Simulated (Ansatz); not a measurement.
# YSb (model cell, started as layered BN type): from the cell to its phonons, part 2 of 2

Task: relax YSb (model cell, started as layered BN type), then find its harmonic phonons.

Ansatz 0.2.0; DFT PBEsol, scalar-relativistic, plane waves, norm-conserving pseudopotentials.

So far: The structure; Bringing the structure to rest, k-mesh 12×12×6.

The structure was built from a prototype and need not be the compound's stable phase.

## (3) Bringing the structure to rest, k-mesh 9×9×8

The relaxation is repeated from its end, on the mesh and smearing that suit the cell and gap now reached.

Contents of input.yaml:

```yaml
crystal:
  lattice:
    - [5.2151049265, 0.0, 0.0]
    - [-2.6075524633, 4.5164133498, 0.0]
    - [0.0, 0.0, 6.0437725079]
  atoms:
    - { symbol: "Y", position: [0.3333333333, 0.6666666667, 0.25] }
    - { symbol: "Y", position: [0.6666666667, 0.3333333333, 0.75] }
    - { symbol: Sb, position: [0.6666666667, 0.3333333333, 0.25] }
    - { symbol: Sb, position: [0.3333333333, 0.6666666667, 0.75] }
kpoints:
  mp_grid: { grid: [9, 9, 8] }
hamiltonian:
  xc: pbesol
  pseudopotentials: { kind: nc }
scf:
  occupations: { method: gaussian, width: 0.1 }
output:
  forces: true
  stress: true
  eigenvalues: true
relax:
  adjacent_minimum: "off"
  f_tol: 0.005
  max_steps: 80
  cell: { stress_tol: 0.05 }
```

Command:

```console
ansatz run input.yaml --threads 4 --pin off --max-ram 7168MiB --backend cpu --events-out ev --progress --plain --runs-dir out
```

Numbers of over 12 decimals in the logs are rounded to 6 here.

What it wrote:

```text
[...]
Crystal: 4 atoms, lattice volume = 142.352 Å³
Basis set: ecut = 1088.45545 eV, 11655 PW (Γ), exchange–correlation on 120×120×144 points (8 copies of the dense FFT grid, shifted against one another)
Bands: 32, of which v1, the nominal top of the filled ones, is band 26 counted from 1 (25 counted from 0)
Symmetry: 24 space group operations
[...]
k-points: 60 of 648
[...]
--- Relaxed structure (1 steps of the walk, 1 accepted, 1 SCFs on fresh bases) ---
[...]
cell:  # Å, volume = 142.3524 Å³
    - [5.215105, 2.886748321914042e-11, 0.0]
    - [-2.607552, 4.516413, 0.0]
    - [0.0, 0.0, 6.0437725079]
  atoms:
    - { symbol: Y, position: [0.333333, 0.666667, 0.25] }
    - { symbol: Y, position: [0.666667, 0.333333, 0.750000] }
    - { symbol: Sb, position: [0.666667, 0.333333, 0.25] }
    - { symbol: Sb, position: [0.333333, 0.666667, 0.750000] }
[key lines of the parts left out:]
SCF converged after 6 iterations
Free energy (F): -7162.643207 eV
Fermi energy:    7.953512 eV
P = ⅓ Tr σ = -0.0155 GPa (-0.155 kbar)
```

Wall time 37 s (4 threads of Arm Neoverse V1, shared host); peak memory 1.3 GiB.

Little changed from the start: no atom moved by 0.005 Å and no cell edge by 0.1 %.

Numbers from this step:

* pressure: -0.01550 GPa

In this step the volume went from 35.59 to 35.59 Å³/atom.

## (4) Tight relaxation

Phonons need a cell at rest on their own settings, so the relaxation is repeated with tight tolerances on forces and stress on the k mesh and occupations of the first response run.

Changes to input.yaml since step 3:

```diff
@@ -16,3 +16,3 @@
 scf:
-  occupations: { method: gaussian, width: 0.1 }
+  occupations: { method: methfessel_paxton, width: 0.2 }
 output:
@@ -23,4 +23,4 @@
   adjacent_minimum: "off"
-  f_tol: 0.005
-  max_steps: 80
-  cell: { stress_tol: 0.05 }
+  f_tol: 0.001
+  max_steps: 60
+  cell: { stress_tol: 0.01 }
```

What it wrote:

```text
[...]
Crystal: 4 atoms, lattice volume = 142.352 Å³
Basis set: ecut = 1088.45545 eV, 11655 PW (Γ), exchange–correlation on 120×120×144 points (8 copies of the dense FFT grid, shifted against one another)
Bands: 32, of which v1, the nominal top of the filled ones, is band 26 counted from 1 (25 counted from 0)
Symmetry: 24 space group operations
[...]
k-points: 60 of 648
[...]
--- Relaxed structure (3 steps of the walk, 3 accepted, 1 SCFs on fresh bases) ---
[...]
cell:  # Å, volume = 142.3289 Å³
    - [5.215290, 2.8868509118827363e-11, 0]
    - [-2.607645, 4.516574, 0]
    - [0, 0, 6.042343]
  atoms:
    - { symbol: Y, position: [0.333333, 0.666667, 0.250000] }
    - { symbol: Y, position: [0.666667, 0.333333, 0.750000] }
    - { symbol: Sb, position: [0.666667, 0.333333, 0.250000] }
    - { symbol: Sb, position: [0.333333, 0.666667, 0.750000] }
[key lines of the parts left out:]
SCF converged after 8 iterations
Free energy (F): -7162.642412 eV
Fermi energy:    7.953520 eV
P = ⅓ Tr σ = -0.0002 GPa (-0.002 kbar)
```

Run time: 66 s. Hardware: 4 threads; peak memory 1.3 GiB; 4.3 min of CPU time.

Little changed from the start: no atom moved by 0.005 Å and no cell edge by 0.1 %.

This step gave:

* pressure: -2.34e-4 GPa
* volume per atom: 35.58 Å³

The forces vanish by symmetry and the pressure is 0.000 GPa, within the tolerances set. The cell now holds 35.58 Å³/atom.

## (5) Linear response at the zone centre

The zone centre is the only wavevector solved here; it holds the modes that light can see, as far as symmetry allows. No field response is asked, since the mesh shows no gap.

input.yaml, the sections that differ from step 4:

```yaml
crystal:
  lattice:
    - [5.2152902591, 0.0, 0.0]
    - [-2.6076451296, 4.5165738525, 0.0]
    - [0.0, 0.0, 6.0423434378]
  atoms:
    - { symbol: "Y", position: [0.3333333333, 0.6666666667, 0.25] }
    - { symbol: "Y", position: [0.6666666667, 0.3333333333, 0.75] }
    - { symbol: Sb, position: [0.6666666667, 0.3333333333, 0.25] }
    - { symbol: Sb, position: [0.3333333333, 0.6666666667, 0.75] }
output:
  eigenvalues: true
phonons:
  method: dfpt
# kpoints, hamiltonian, scf: as in step 4
# relax: removed
```

What it wrote:

```text
zone centre: on kpoints.mp_grid the ground state, and the responses unless they are solved on pairs of k-points, stand on 125 of the mesh's 648 k-points, reduced under 4 symmetry operations, with k and −k counted as one. Each operation leaves every solved displacement unchanged or reverses it
[...]
Crystal: 4 atoms, lattice volume = 142.329 Å³
Basis set: ecut = 1088.45545 eV, 11655 PW (Γ), exchange–correlation on 120×120×144 points (8 copies of the dense FFT grid, shifted against one another)
Bands: 32, of which v1, the nominal top of the filled ones, is band 26 counted from 1 (25 counted from 0)
Symmetry: 24 space group operations
k-points: 125 of 648 (irreducible under 4 space group operations, time reversal used)
[...]
SCF iter   1: F=—  HF=-7163.289916 eV  |F-HF|=—  |Δ(HF+E_count)|=         —  Δρ=3.26e-2  dr2=1.89e0  ethr=3.10e-3  ⟨swp⟩=6.2  Hψ=15857  notcnv=0
[...]
SCF iter  12: F=-7162.642412 eV  HF=-7162.642412 eV  |F-HF|=9.09e-13  |Δ(HF+E_count)|=  1.55e-11  S|Δr|=    0.00e0  Δρ=2.00e-8  dr2=7.50e-13  ethr=1.00e-12  ⟨swp⟩=14.8  Hψ=23867  notcnv=0
SCF 1 converged in 12 iterations: F = -7162.642412 eV  dr2 = 7.50e-13
DFPT response loops at Γ: preconditioner auto → Kerker (q_TF=auto, 2.307 Å⁻¹) (partly filled bands, converged f_vac=0.085); β = 1.00, the filter's whole step (`scf.mixing.beta` (0.50) is not read by the response loops under this deck's `scf.mixing.preconditioner`; to damp them name `kerker` or `kerker_dos`, under which they read `scf.mixing.beta`, and type it under 1.00, their step now; both keys bind the ground state too); Broyden in place of MSR1
the run's response loops start from zero, take more passes and end by a threshold: the memory limit or budget leaves too little room for the subspace of the ground state's own states beside the solves, or none could be made (phonons.method)
SCF converged after 12 iterations
[...]
Free energy (F): -7162.642412 eV
[...]
Internal energy: -7162.643430 eV  (E = F + TS)
E sigma→0 (E₀):  -7162.642667 eV
Entropy (-TS):   0.001018 eV (0.254 meV/atom)
Fermi energy:    7.953520 eV
[...]
--- Band table (eV; the first three rows and the last of 125) ---
  k-point 0: bands = [... 22 lower, 5.8996, 6.3431, 6.3431, 8.6969, 8.7680, 8.7680, 9.3716, 10.6093, ... 2 higher]
  k-point 1: bands = [... 22 lower, 5.8885, 6.2795, 6.2795, 7.9589, 8.9162, 8.9162, 9.5449, 10.6737, ... 2 higher]
  k-point 2: bands = [... 22 lower, 5.8671, 6.1378, 6.1378, 6.9070, 9.3020, 9.3020, 9.7526, 10.7959, ... 2 higher]
  k-point 124: bands = [... 22 lower, 6.0314, 6.0314, 6.4937, 6.4937, 9.3804, 9.3804, 10.2508, 10.2508, ... 2 higher]
--- Phonons (Γ-DFPT): 4 representative perturbations + reference, on 125 of 648 k-points (Σ response iterations 34) ---
  k mesh reduced under 4 symmetry operations, with k and −k counted as one. Each operation leaves every solved displacement unchanged or reverses it
  ASR residual: 1.307e-3 → 0.000e0 eV/Å²; symmetrization residual: 1.852e-4 eV/Å²
  ASR residual per site (eV/Å²): 4.70e-4 4.70e-4 1.31e-3 1.31e-3
  Γ frequencies (cm⁻¹): 0.00 0.00 0.00 68.44 68.44 77.16 159.35 163.94 163.94 167.71 167.71 182.61
  non-analytic LO–TO correction: not included (Born effective charges unavailable; polar crystals: no LO–TO splitting at Γ)
```

Elapsed: 11 min, on 4 threads; peak memory 5.4 GiB.

Numbers from this step:

```yaml
sum_rule_residual_before_enforcement: 0.001307 eV/Å²
point_group: 6/mmm
highest_optical_mode_at_the_zone_centre_no_lo_to_term: 182.6 cm⁻¹
lowest_optical_zone_centre_mode: 68.44 cm⁻¹
```

Patterns of degenerate modes are one choice out of their space. Modes at Γ, with each element's share of the kinetic energy:

```tsv
mode	frequency (cm⁻¹)	symmetry	Y %	Sb %
1	0.0	acoustic	42	58
2	0.0	acoustic	42	58
3	0.0	acoustic	42	58
4	68.4	E2g	39	61
5	68.4	E2g	39	61
6	77.2	B1g	44	56
7	159.3	A2u	58	42
8	163.9	E2g	61	39
9	163.9	E2g	61	39
10	167.7	E1u	58	42
11	167.7	E1u	58	42
12	182.6	B1g	56	44
```

Displacements in mode 4 (68.4 cm⁻¹), the largest set to 1:
```
Y1   0.00  0.93  0.00
Y2   0.00 -0.93  0.00
Sb3  0.00  1.00  0.00
Sb4  0.00 -1.00  0.00
```

Displacements in mode 10 (167.7 cm⁻¹), the largest set to 1:
```
Y1   1.00  0.44  0.00
Y2   1.00  0.44  0.00
Sb3 -0.73 -0.32  0.00
Sb4 -0.73 -0.32  0.00
```

Before it was imposed, the acoustic sum rule was missed by 0.0013 eV/Å². Small misses are needed for a sound result but don't prove that mesh and cutoff are converged. The lowest optical mode is real, 68.4 cm⁻¹.

## (6) Another isotope

An isotope changes the mass and not the force constants, so no new electronic calculation is needed; the shifts show which modes move this element.

The same force constants with the mass of Sb changed from 121.760 to 122.904 u (phonopy, no LO-TO term). Both lists are sorted by frequency; levels can cross, so a row need not hold one and the same mode. Modes under 3 cm⁻¹ are left out. Isotope shifts, by row:

```tsv
q	rank	natural mass (cm⁻¹)	changed mass (cm⁻¹)
0 0 0	4	68.44	68.25
0 0 0	5	68.44	68.25
0 0 0	6	77.16	76.96
0 0 0	7	159.3	159
0 0 0	8	163.9	163.7
0 0 0	9	163.9	163.7
0 0 0	10	167.7	167.4
0 0 0	11	167.7	167.4
0 0 0	12	182.6	182.2
```

A mode of this element alone would shift by -0.47 %. The highest zone-centre frequency without the field goes from 182.6 to 182.2 cm⁻¹ (-0.2 %). The product of the frequency ratios over all optical modes at Γ is 0.981; the product rule, (m/m′)^(3k/2) (M′/M)^(3/2) with k = 2 such atoms and M the mass of the cell, gives 0.980.

## (7) Outcome

| Item | Value |
| --- | --- |
| space group after relaxation (within 0.01 Å) | P6_3/mmc |
| volume per atom | 35.6 Å³ |
| electronic character | no gap on this mesh |
| highest optical mode at the zone centre (no LO-TO term) | 183 cm⁻¹ |
| lowest optical zone-centre mode | 68.4 cm⁻¹ |
| imaginary modes at Γ (the only wavevector solved) | none |

**Reading.** The structure is stable against zone-centre distortions, since no mode there is imaginary; other wavevectors were not solved, so zone-boundary instabilities are untested. The optical modes at Γ span 68 to 183 cm⁻¹. No dispersion was computed. With no gap, or one that is small against the smearing, the frequencies hang on the k mesh and the smearing, most of all near Kohn anomalies. Spin-orbit coupling is left out, which can matter for the heavy elements here. The starting cell was built on a prototype and not taken from a measurement, so the phase need not exist. These are harmonic frequencies at zero temperature: anharmonic shifts, linewidths and thermal expansion are left out.

[Logs are printed without paths, hosts, clocks, repeated set-up lines and the standing remarks that a program may print on its own settings, such as how far it seeks lower states.]

[Hosts, paths, dates, database ids (printed as entryN), source tags and the programs' standing remarks are cut or masked in the printed files.]
